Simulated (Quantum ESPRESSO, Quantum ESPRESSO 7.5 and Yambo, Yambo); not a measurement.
# MgH2 (P4_2/mnm): G0W0 on several meshes in Yambo

Aim: the GW shift of MgH2 (P4_2/mnm) against the k mesh.

Calculated with Quantum ESPRESSO 7.5 and Yambo 5.3.0; PBE and many-body steps on it, plane waves.

### 1. Starting point

Symmetry: P4_2/mnm, No. 136, tetragonal system. Conventional cell: a = 4.517 Å, b = 4.517 Å, c = 3.020 Å, α = 90.00°, β = 90.00°, γ = 90.00°. Nearest to Mg lie 6 H at 1.95 Å. Nearest to H lie 3 Mg at 1.95 Å. Farther neighbours are not listed.

The cell and positions come from the Crystallography Open Database and are kept as given unless a step says otherwise.

### 2. Empty states on the mesh, 4×4×4 mesh, 407 bands

This step: Quantum ESPRESSO 7.5; DFT, PBE, plane waves, norm-conserving pseudopotentials.

The sums over transitions need many empty states on a uniform mesh; this step solves for them.

The input, pw.in:

```
&control
  calculation = 'nscf'
  prefix = 'x'
  outdir = 'o'
  pseudo_dir = 'pseudo'
/
&system
  ibrav = 0
  nat = 6
  ntyp = 2
  ecutwfc = 76.0
  nbnd = 407
  force_symmorphic = .true.
/
&electrons
  conv_thr = 1e-9
  electron_maxstep = 80
  diago_full_acc = .true.
  diago_thr_init = 5e-6
/
ATOMIC_SPECIES
  Mg 24.305 Mg.upf
  H 1.008 H.upf
CELL_PARAMETERS angstrom
  4.5168000000 0.0000000000 0.0000000000
  0.0000000000 4.5168000000 0.0000000000
  0.0000000000 0.0000000000 3.0205000000
ATOMIC_POSITIONS crystal
  Mg 0.0000000000 0.0000000000 0.0000000000
  Mg 0.5000000000 0.5000000000 0.5000000000
  H 0.3060000000 0.3060000000 0.0000000000
  H 0.1940000000 0.8060000000 0.5000000000
  H 0.6940000000 0.6940000000 0.0000000000
  H 0.8060000000 0.1940000000 0.5000000000
K_POINTS automatic
  4 4 4 0 0 0
```

Run with:

```bash
$ OMP_NUM_THREADS=1 mpirun -n 4 pw.x -nk 4 -in pw.in > pw.out
```

Output:

```text
Program PWSCF v.7.5 starts

     This program is part of the open-source Quantum ESPRESSO suite
     for quantum simulation of materials; please cite
         "P. Giannozzi et al., J. Phys.:Condens. Matter 21 395502 (2009);
         "P. Giannozzi et al., J. Phys.:Condens. Matter 29 465901 (2017);
         "P. Giannozzi et al., J. Chem. Phys. 152 154105 (2020);
     in publications or presentations arising from this work. More details at

     Atomic positions and unit cell read from directory:
     o/x.save/

     Message from routine setup:
[...]
57.8105  57.8105  58.3780  58.3780  59.2255  59.2255  61.1411  61.1411
     [... 39 further rows ...]
   189.9357 189.9357 189.9867 189.9867 190.3257 190.3257 190.3753 190.3753
   190.6218 190.6218 194.2474 194.2474 194.8794 194.8795 195.2379

          k = 0.0000 0.2500 0.0000 (  4636 PWs)   bands (ev):

     [... further k-points ...]

     highest occupied, lowest unoccupied level (ev):     1.7041    5.5994

     XML data file, pseudopotentials, collected wavefunctions

=------------------------------------------------------------------------------=
   JOB DONE.
=------------------------------------------------------------------------------=
```

Wall time 3.3 min (4 MPI ranks of Arm Neoverse V1, shared host); peak memory 0.9 GiB.

Numbers from this step:

* gap: 3.895 eV
* k of the valence top: 0, 0.25, 0
* k of the conduction bottom: -0.5, -0.5, -0.5
* least direct gap: 4.666 eV
* k points computed: 21
* lowest point of the top converged band, above the valence top: 191.7577 eV

On this mesh the gap is 3.895 eV.

The density comes from a self-consistent run that is not shown.

### 3. Conversion and set-up

This step: Yambo 5.3.0; conversion and set-up on PBE, plane waves, norm-conserving pseudopotentials.

The states are converted to the many-body program's format and the q mesh is built.

Run with:

```bash
$ (cd o/x.save; p2y > p2y.log; mv SAVE ../..); yambo > setup.log
```

Output:

```text
 Yambo, version 5.3.0

 [02] CORE Variables Setup
 =========================

  [02.01] Unit cells
  ==================

  Cell kind             :  Unknown
  Atoms in the cell     :  Mg  H
  number of Mg atoms    :  2
  number of H  atoms    :   4

  List of atomic masses
  Mass of Mg    :  24.30500
  Mass of H     :  1.008000

  List of atomic coordinates    : [cc]
  Mg1       :  0.000000  0.000000  0.000000  order 1
  Mg2       :  4.267757  4.267757  2.853959  order 2
  H1       :  2.611868  2.611868  0.000000  order 3
  H2       :  1.655890  6.879625  2.853959  order 4
[...]
K/Q-points units:
 rlu = crystal or reduced units; cc = cartesian coordinates; iku = interal k-units

 Q [ 1]         [rlu]:  0.000000  0.000000  0.000000
 Q [ 2]         [rlu]:  0.000000  0.000000  0.250000
 Q [ 3]         [rlu]:  0.000000  0.000000 -0.500000
[...]
Q [ 8]         [rlu]:  0.000000 -0.500000  0.250000
 Q [ 9]         [rlu]:  0.000000 -0.500000 -0.500000
 Q [10]         [rlu]:  0.250000  0.250000  0.000000
     [... 9 further rows ...]
 Q [20]         [rlu]: -0.250000  0.250000 -0.250000
 Q [21]         [rlu]: -0.250000  0.250000  0.500000

  [03.01] X indexes
  =================

   [03.01.01] Sigma indexes
   ========================

 [06] Game Over & Game summary
```

It took 2.4 s on 1 MPI rank; peak memory 0.25 GiB.

### 4. 4×4×4

Now the one-shot GW correction: screening in the RPA, then the self-energy of the levels asked for.

This step: G0W0 on PBE, plane waves, norm-conserving pseudopotentials.

The input, gw2.in:

```
HF_and_locXC
gw0
dyson
ppa
em1d
rim_cut
RandQpts= 1000000
RandGvec= 1 RL
EXXRLvcs= 76 Ry
VXCRLvcs= 304 Ry
Chimod= "HARTREE"
% BndsRnXp
 1 | 173 |
%
NGsBlkXp= 13 Ry
% LongDrXp
 1 | 1 | 1 |
%
% GbndRnge
 1 | 173 |
%
DysSolver= "n"
ExtendOut
PPAPntXp= 27.21138 eV
% QPkrange
 4 | 4 | 11 | 14 |
 18 | 18 | 11 | 14 |
 21 | 21 | 11 | 14 |
 1 | 1 | 11 | 14 |
%
```

Run with:

```bash
$ OMP_NUM_THREADS=2 mpirun -n 2 yambo -F gw2.in -J gw2 -C gw2 > gw2.log
```

Output:

```text
 Yambo, version 5.3.0

 [02] CORE Variables Setup
 =========================

  [... cell, symmetries and grids as in the set-up ...]

  [02.05] Energies & Occupations
  ==============================

  [X] === General ===
  [X] Electronic Temperature                        :  0.000000  0.000000 [eV K]
  [X] Bosonic    Temperature                        :  0.000000  0.000000 [eV K]
  [X] Finite Temperature mode                       : no
  [X] El. density                                   :  0.38947E+24 [cm-3]
  [X] Fermi Level                                   :  1.704140 [eV]

  [X] === Gaps and Widths ===
  [X] Conduction Band Min                           :  3.895282 [eV]
  [X] Valence Band Max                              :  0.000000 [eV]
  [X] Filled Bands                                  :  12
  [X] Empty Bands                                   :    13   407
  [X] Direct Gap                                    :  4.665746 [eV]
  [X] Direct Gap localized at k                     :  21
  [X] Indirect Gap                                  :  3.895282 [eV]
  [X] Indirect Gap between kpts                     :   4  18
  [X] Last valence band width                       :  2.647368 [eV]
  [X] 1st conduction band width                     :  5.219411 [eV]

 [03] Transferred momenta grid and indexing
 ==========================================

 IBZ Q-points                                      :  21
 BZ  Q-points                                      :   64

 K/Q-points units:
 rlu = crystal or reduced units; cc = cartesian coordinates; iku = interal k-units

 Q [ 1]         [rlu]:  0.000000  0.000000  0.000000
 Q [ 2]         [rlu]:  0.000000  0.000000  0.250000
 Q [ 3]         [rlu]:  0.000000  0.000000 -0.500000
 Q [ 4]         [rlu]:  0.000000  0.250000  0.000000
 Q [ 5]         [rlu]:  0.000000  0.250000  0.250000
 Q [ 6]         [rlu]:  0.000000  0.250000 -0.500000
 Q [ 7]         [rlu]:  0.000000 -0.500000  0.000000
 Q [ 8]         [rlu]:  0.000000 -0.500000  0.250000
 Q [ 9]         [rlu]:  0.000000 -0.500000 -0.500000
 Q [10]         [rlu]:  0.250000  0.250000  0.000000
     [... 9 further rows ...]
 Q [20]         [rlu]: -0.250000  0.250000 -0.250000
 Q [21]         [rlu]: -0.250000  0.250000  0.500000

 [04] Coloumb potential Random Integration (RIM)
 ===============================================

  [04.01] RIM initialization
  ==========================

  * Diagonal components only detected *

  8 x (sBL volume)        :  0.074561 [a.u.]
  sBZ random points       :  1000000
  Points outside the sBZ  :   7992674
  RL volume               :  0.596489 [a.u.]
  Integrated volume       :  0.597036 [a.u.]

  [04.02] RIM integrals
  =====================

  Gamma point sphere radius             :  0.076346 [a.u.]
  Points outside the sphere             :   799746
  [Int_sBZ(q=0) 1/q^2]*(Vol_sBZ)^(-1/3) =:  7.538312
                                 should be <:  7.795600

  Summary of Coulomb integrals for non-metallic bands |Q|[au] RIM/Bare

  Q [1] 0.100000E-4 0.966996 * Q [4] 0.184031 0.952411
  Q [19] 0.260259 0.994565 * Q [10] 0.260259 0.994039
  Q [2] 0.275196 1.179740 * Q [5] 0.331059 1.091923
  Q [7] 0.368061 0.992365 * Q [20] 0.378771 1.053954
  Q [11] 0.378771 1.053813 * Q [13] 0.411505 0.995853
  Q [8] 0.459567 1.021692 * Q [14] 0.495045 1.016188
  Q [16] 0.520517 0.998458 * Q [3] 0.550392 1.045432
  Q [6] 0.580344 1.037073 * Q [17] 0.588788 1.007986
  Q [21] 0.608823 1.030597 * Q [12] 0.608823 1.030671
  Q [9] 0.662118 1.021843 * Q [15] 0.687217 1.018806
  Q [18] 0.757542 1.012986

 [WARNING] [Xp] User bands 1-173 break level degeneracy

 [05] Dipoles
 ============

  [05.01] Setup: observables and procedures
  =========================================

 [06] Dynamic Dielectric Matrix (PPA)
 ====================================

 [WR./gw2//ndb.pp]---------------------------------------------------------------
  Brillouin Zone Q/K grids (IBZ/BZ)                :   21   64   21   64
  RL vectors                                       :   5981 [WF]
[...]
[r,Vnl] included                                 : yes
  Field direction                                  :  0.577350E-5  0.577350E-5  0.577350E-5
  BZ energy Double Grid                            : no
  BZ energy DbGd points                            : 0
  BZ Q point size factor                           : -1.000000
  X Optical Averaged directions                    : none

 [07] Local Exchange-Correlation + Non-Local Fock
 ================================================

 [VXC] Plane waves :   37211
 [EXS] Plane waves :   4683

 QP @ state[ 1 ] K range:  1  1
 QP @ state[ 1 ] b range:  11  14
 QP @ state[ 2 ] K range:   4   4
 QP @ state[ 2 ] b range:  11  14
 QP @ state[ 3 ] K range:  18  18
 QP @ state[ 3 ] b range:  11  14
 QP @ state[ 4 ] K range:  21  21
 QP @ state[ 4 ] b range:  11  14

 [xc] Functional : Perdew, Burke & Ernzerhof(X)+Perdew, Burke & Ernzerhof(C)
 [xc] LIBXC used to calculate xc functional

 [xc] E_xc :  -17.32084 [Ha]
      E_xc :  -34.64167 [Ry]

  Local XC kind (lXC) : Perdew, Burke & Ernzerhof(X)+Perdew, Burke & Ernzerhof(C)
  Non-Local XC kind (nlXC) : Hartree-Fock

  Corrections @ K [1] :  [eV]
 <11|nlXC|11> = -15.07684  0.70171E-17 <11|lXC|11> = -11.11025  0.18882E-15
 <12|nlXC|12> = -14.78517  0.29259E-16 <12|lXC|12> = -11.48397  0.97713E-20
 <13|nlXC|13> = -2.917208 -0.23266E-18 <13|lXC|13> = -6.816384  0.12528E-32
 <14|nlXC|14> = -5.742535  0.37434E-17 <14|lXC|14> = -9.977685  0.75528E-15

  Corrections @ K [4] :  [eV]
 <11|nlXC|11> = -15.04202 -0.69646E-17 <11|lXC|11> = -11.18512  0.94417E-16
 <12|nlXC|12> = -15.02455 -0.87162E-17 <12|lXC|12> = -11.63013  0.94429E-16
[...]
Corrections @ K [18] :  [eV]
[...]
Corrections @ K [21] :  [eV]
[...]
<12|nlXC|12> = -14.94148 -0.53680E-17 <12|lXC|12> = -11.30453  0.70794E-16
 <13|nlXC|13> = -4.638351  0.12018E-17 <13|lXC|13> = -8.888660 -0.47235E-16
 <14|nlXC|14> = -3.511073 -0.39952E-17 <14|lXC|14> = -7.761150  0.70806E-16

  [07.01] Hartree-Fock occupations report
  =======================================

  [Hartree-Fock] === General ===
  [Hartree-Fock] Electronic Temperature             :  0.000000  0.000000 [eV K]
  [Hartree-Fock] Bosonic    Temperature             :  0.000000  0.000000 [eV K]
  [Hartree-Fock] Finite Temperature mode            : no
  [Hartree-Fock] El. density                        :  0.38947E+24 [cm-3]
  [Hartree-Fock] Fermi Level                        :  1.704140 [eV]

  [Hartree-Fock] === Gaps and Widths ===
  [Hartree-Fock] Conduction Band Min                :  4.179119 [eV]
  [Hartree-Fock] Valence Band Max                   : -0.019702 [eV]
  [Hartree-Fock] Filled Bands                       :  12
  [Hartree-Fock] Empty Bands                        :    13   407
  [Hartree-Fock] Direct Gap                         :  4.665748 [eV]
  [Hartree-Fock] Direct Gap localized at k          :  12
  [Hartree-Fock] Indirect Gap                       :  4.198821 [eV]
  [Hartree-Fock] Indirect Gap between kpts          :   3  12
  [Hartree-Fock] Last valence band width            :  4.632971 [eV]
  [Hartree-Fock] 1st conduction band width          :  4.935574 [eV]

 [08] Dyson equation: Newton solver
 ==================================

  [08.01] G0W0 (W PPA)
  ====================

  [  GW  ] Bands range     :    1  173
  [GW/PPA] G damping       :  0.100000 [eV]

  QP @ state[ 1 ] K range:  1  1
  QP @ state[ 1 ] b range:  11  14
  QP @ state[ 2 ] K range:   4   4
  QP @ state[ 2 ] b range:  11  14
  QP @ state[ 3 ] K range:  18  18
  QP @ state[ 3 ] b range:  11  14
  QP @ state[ 4 ] K range:  21  21
  QP @ state[ 4 ] b range:  11  14

   Sc/G bands                                       :    1  173
   Sc/G damping                                     :  0.100000 ev
   Sc bands terminator                              : no
   Sx RL components                                 :   4683

   QP @ state[ 1 ] K range                          :  1  1
   QP @ state[ 1 ] b range                          :  11  14
   QP @ state[ 2 ] K range                          :   4   4
   QP @ state[ 2 ] b range                          :  11  14
   QP @ state[ 3 ] K range                          :  18  18
   QP @ state[ 3 ] b range                          :  11  14
   QP @ state[ 4 ] K range                          :  21  21
   QP @ state[ 4 ] b range                          :  11  14
   GF energies kind                                 : Perdew, Burke & Ernzerhof(X)+Perdew, Burke & Ernzerhof(C)
   GF WF`s kind                                     : Perdew, Burke & Ernzerhof(X)+Perdew, Burke & Ernzerhof(C)
   Xs energies kind                                 : Perdew, Burke & Ernzerhof(X)+Perdew, Burke & Ernzerhof(C)
   Xs WF`s kind                                     : Perdew, Burke & Ernzerhof(X)+Perdew, Burke & Ernzerhof(C)

 [11] Game Over & Game summary
```

Elapsed: 7.2 min, on 2 MPI ranks; peak memory 1.2 GiB.

This step gave:

* G0W0 gap on the mesh: 5.955 eV
* starting gap on the mesh: 3.895 eV
* k of the valence top: 0, 0.25, 0
* k of the conduction bottom: -0.5, -0.5, -0.5
* least direct G0W0 gap on the computed points: 6.762 eV
* Z at the valence top: 0.7866
* Z at the conduction bottom: 0.8244

The gap on the mesh goes from 3.90 eV to 5.96 eV, a correction of +2.06 eV.

### 5. Empty states on the mesh, 2×2×4 mesh, 173 bands

This step: Quantum ESPRESSO 7.5; DFT, PBE, plane waves, norm-conserving pseudopotentials.

Changes to pw.in since step 2:

```diff
@@ -11,3 +11,3 @@
   ecutwfc = 76.0
-  nbnd = 407
+  nbnd = 173
   force_symmorphic = .true.
@@ -35,2 +35,2 @@
 K_POINTS automatic
-  4 4 4 0 0 0
+  2 2 4 0 0 0
```

Run with:

```bash
$ OMP_NUM_THREADS=1 mpirun -n 4 pw.x -nk 4 -in pw.in > pw.out
```

Output:

```text
[banner, memory and clock lines left out]
Program PWSCF v.7.5 starts

     Atomic positions and unit cell read from directory:
     o/x.save/

     Message from routine setup:
     using ibrav=0 with symmetry is DISCOURAGED, use correct ibrav instead

     G-vector sticks info

     bravais-lattice index     =            0
     lattice parameter (alat)  =       8.5355  a.u.
     unit-cell volume          =     415.8504 (a.u.)^3
     number of atoms/cell      =            6
     number of atomic types    =            2
     number of electrons       =        24.00
[...]
[... 10 further rows ...]
[...]
107.0146 107.7423 107.7503 107.7503 108.5497

          k = 0.0000 0.0000-0.7477 (  4632 PWs)   bands (ev):

[...]
57.8105  57.8105  58.3780  58.3780  59.2255  59.2255  61.1411  61.1411
     [... 10 further rows ...]
   103.3084 103.3084 103.3275 103.3275 103.5983 103.5983 104.9454 104.9454
   105.1586 105.1586 105.2671 105.2671 105.7092

          k = 0.0000-0.5000 0.0000 (  4628 PWs)   bands (ev):

     [... further k-points ...]

     highest occupied, lowest unoccupied level (ev):     1.6844    5.5994

     XML data file, pseudopotentials, collected wavefunctions
```

Elapsed: 18 s, on 4 MPI ranks; peak memory 0.47 GiB; 74 s of CPU time.

Numbers from this step:

```yaml
gap: 3.915 eV
k_of_the_valence_top: 0, 0, -0.5
k_of_the_conduction_bottom: -0.5, -0.5, -0.5
least_direct_gap: 4.769 eV
k_points_computed: 9
lowest_point_of_the_top_converged_band_above_the_valence_top: 102.6941 eV
```

On this mesh the gap is 3.915 eV.

### 6. Conversion and set-up

This step: Yambo 5.3.0; conversion and set-up on PBE, plane waves, norm-conserving pseudopotentials.

Run with:

```bash
$ (cd o/x.save; p2y > p2y.log; mv SAVE ../..); yambo > setup.log
```

Output:

```text
 Yambo, version 5.3.0

 [02] CORE Variables Setup
 =========================

  [02.01] Unit cells
  ==================

  Cell kind             :  Unknown
  Atoms in the cell     :  Mg  H
  number of Mg atoms    :  2
  number of H  atoms    :   4

  List of atomic masses
  Mass of Mg    :  24.30500
  Mass of H     :  1.008000

  List of atomic coordinates    : [cc]
  Mg1       :  0.000000  0.000000  0.000000  order 1
  Mg2       :  4.267757  4.267757  2.853959  order 2
  H1       :  2.611868  2.611868  0.000000  order 3
  H2       :  1.655890  6.879625  2.853959  order 4
[...]
==========================================

 IBZ Q-points                                      :   9
 BZ  Q-points                                      :  16

 K/Q-points units:
 rlu = crystal or reduced units; cc = cartesian coordinates; iku = interal k-units

 Q [1]          [rlu]:  0.000000  0.000000  0.000000
 Q [2]          [rlu]:  0.000000  0.000000  0.250000
 Q [3]          [rlu]:  0.000000  0.000000 -0.500000
[...]
Q [8]          [rlu]: -0.500000 -0.500000  0.250000
 Q [9]          [rlu]: -0.500000 -0.500000 -0.500000

  [03.01] X indexes
  =================

   [03.01.01] Sigma indexes
   ========================

 [06] Game Over & Game summary
```

The job ended after 1.8 s (1 MPI rank; peak memory 0.24 GiB).

[end of part 1 of 2]

[Paths, hosts, dates, memory and timing lines, banners, echoed tables and standing remarks are left out of the program output.]

[Logs are printed without paths, hosts, clocks, repeated set-up lines and the standing remarks that a program may print on its own settings, such as how far it seeks lower states.]

[Runs of the session that timed out or met a known fault of the program may be left out.]

[Hosts, paths, dates, database ids (printed as entryN), source tags and the programs' standing remarks are cut or masked in the printed files.]
